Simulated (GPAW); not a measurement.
Consider ScOF (P4/nmm).

```xyz
6
Lattice="3.6275 0.0000 0.0000 0.0000 3.6275 0.0000 0.0000 0.0000 5.1722" Properties=species:S:1:pos:R:3 pbc="T T T"
Sc    0.0000    1.8138    1.5214
Sc    1.8138    0.0000    3.6508
F     0.0000    0.0000    0.0000
F     1.8138    1.8138    0.0000
O     1.8138    1.8138    2.5861
O     0.0000    0.0000    2.5861
```

Absorber: atom 3, with 4 Sc at 2.37 Å (distorted tetrahedral, site symmetry -4m2). Method: GPAW, LDA, full core hole (charged cell), 12-atom cell with 5.1 Å between holes, 5×5×5 k points, dipole transitions, Gaussian full width 0.9 eV up to 4 eV, rising linearly to 3.5 eV at 25 eV.

Q: What does the F K edge look like?

Main maxima up to 24 eV above the zero (height): 2.0 eV (1.54), 6.2 eV (1.21), 7.9 eV (1.58), 11.7 eV (1.29) and 19.3 eV (1.31). A K edge sees empty p states; the first features are F p mixed into the empty d states of the Sc neighbours, and the broad ones above probably into the cations' higher empty bands. The total-energy difference plus the lowest empty eigenvalue puts the zero at 690.64 eV. One term is added: -9.89 eV, since the hole is spin-paired here and a spin-polarised one costs that much less in the free atom (computed apart). The photon energy is then 680.75 eV. The functional and the charged cell's background leave an error in such absolute values: in the free atom LDA prices this hole 4.7 eV below PBE (computed apart), and PBE is itself good to a few eV.

The F K spectrum (energy from the lowest empty level; intensity scaled to a mean of 1 over the first 20 eV; polarised curves are means over the symmetry-equivalent atoms):

| E (eV) | isotropic | ε ⊥ c | ε ∥ c |
| --- | --- | --- | --- |
| -2.0 | 0.00 | 0.00 | 0.00 |
| -1.5 | 0.00 | 0.00 | 0.00 |
| -1.0 | 0.01 | 0.01 | 0.00 |
| -0.5 | 0.13 | 0.16 | 0.07 |
| 0.0 | 0.72 | 0.89 | 0.38 |
| 0.5 | 1.12 | 1.29 | 0.77 |
| 1.0 | 1.20 | 0.99 | 1.62 |
| 1.5 | 1.41 | 1.09 | 2.04 |
| 2.0 | 1.54 | 1.58 | 1.45 |
| 2.5 | 1.24 | 1.26 | 1.20 |
| 3.0 | 0.58 | 0.53 | 0.68 |
| 3.5 | 0.26 | 0.25 | 0.26 |
| 4.0 | 0.28 | 0.31 | 0.22 |
| 4.5 | 0.53 | 0.59 | 0.43 |
| 5.0 | 0.86 | 0.93 | 0.72 |
| 5.5 | 1.07 | 1.18 | 0.86 |
| 6.0 | 1.19 | 1.32 | 0.93 |
| 6.5 | 1.20 | 1.27 | 1.04 |
| 7.0 | 1.21 | 1.15 | 1.34 |
| 7.5 | 1.45 | 1.32 | 1.70 |
| 8.0 | 1.58 | 1.50 | 1.74 |
| 8.5 | 1.30 | 1.27 | 1.34 |
| 9.0 | 0.80 | 0.82 | 0.76 |
| 9.5 | 0.53 | 0.59 | 0.41 |
| 10.0 | 0.62 | 0.71 | 0.43 |
| 10.5 | 0.89 | 0.96 | 0.74 |
| 11.0 | 1.15 | 1.13 | 1.20 |
| 11.5 | 1.28 | 1.14 | 1.56 |
| 12.0 | 1.27 | 1.08 | 1.64 |
| 12.5 | 1.17 | 1.04 | 1.42 |
| 13.0 | 1.05 | 1.02 | 1.11 |
| 13.5 | 0.95 | 0.98 | 0.88 |
| 14.0 | 0.88 | 0.93 | 0.78 |
| 14.5 | 0.82 | 0.87 | 0.72 |
| 15.0 | 0.73 | 0.77 | 0.66 |
| 15.5 | 0.66 | 0.68 | 0.63 |
| 16.0 | 0.65 | 0.64 | 0.66 |
| 16.5 | 0.71 | 0.69 | 0.75 |
| 17.0 | 0.84 | 0.82 | 0.89 |
| 17.5 | 0.98 | 0.97 | 1.02 |
| 18.0 | 1.12 | 1.12 | 1.13 |
| 18.5 | 1.23 | 1.25 | 1.20 |
| 19.0 | 1.30 | 1.33 | 1.24 |
| 19.5 | 1.30 | 1.34 | 1.23 |
| 20.0 | 1.23 | 1.25 | 1.17 |
| 20.5 | 1.08 | 1.09 | 1.07 |
| 21.0 | 0.91 | 0.89 | 0.93 |
| 21.5 | 0.73 | 0.71 | 0.79 |
| 22.0 | 0.59 | 0.56 | 0.66 |
| 22.5 | 0.48 | 0.45 | 0.55 |
| 23.0 | 0.41 | 0.38 | 0.47 |
| 23.5 | 0.37 | 0.34 | 0.41 |
| 24.0 | 0.35 | 0.34 | 0.37 |
| 24.5 | 0.35 | 0.35 | 0.34 |
| 25.0 | 0.37 | 0.38 | 0.34 |
| 25.5 | 0.40 | 0.43 | 0.36 |
| 26.0 | 0.46 | 0.49 | 0.40 |
| 26.5 | 0.52 | 0.55 | 0.45 |
| 27.0 | 0.58 | 0.61 | 0.52 |
| 27.5 | 0.64 | 0.66 | 0.60 |
| 28.0 | 0.69 | 0.70 | 0.67 |
| 28.5 | 0.72 | 0.71 | 0.73 |
| 29.0 | 0.73 | 0.72 | 0.77 |
| 29.5 | 0.74 | 0.71 | 0.80 |
| 30.0 | 0.73 | 0.69 | 0.81 |
| 30.5 | 0.74 | 0.69 | 0.83 |
| 31.0 | 0.75 | 0.71 | 0.84 |
| 31.5 | 0.79 | 0.75 | 0.88 |
| 32.0 | 0.86 | 0.83 | 0.92 |

The holes are only 5.1 Å apart, so the shape is probably not converged with cell size; no larger cell was run here. The mesh is coarse (0.27 Å⁻¹ between points), so small maxima may be mesh ripples. Lifetime broadening is put in by hand, and intensities beyond about 20 eV depend on it and on the partial waves; weight that the partial waves miss at high energy is lost. The structure is a computed Materials Project entry and may be a hypothetical form.

[Banner, clock and machine lines of the logs are left out without a mark of their own.]

[Logs are printed without paths, hosts, clocks, repeated set-up lines and the standing remarks that a program may print on its own settings, such as how far it seeks lower states.]

[Hosts, paths, dates, database ids (printed as entryN), source tags and the programs' standing remarks are cut or masked in the printed files.]

[Lists of maxima count a maximum above −3 eV only where it reaches 4 % of the highest in the window and stands out from its surroundings by 2 % of it (1.5 % where it reaches 55 %); shoulders and weaker maxima are passed over, and of the rest the first, up to two pre-edge ones and the few strongest are named.]
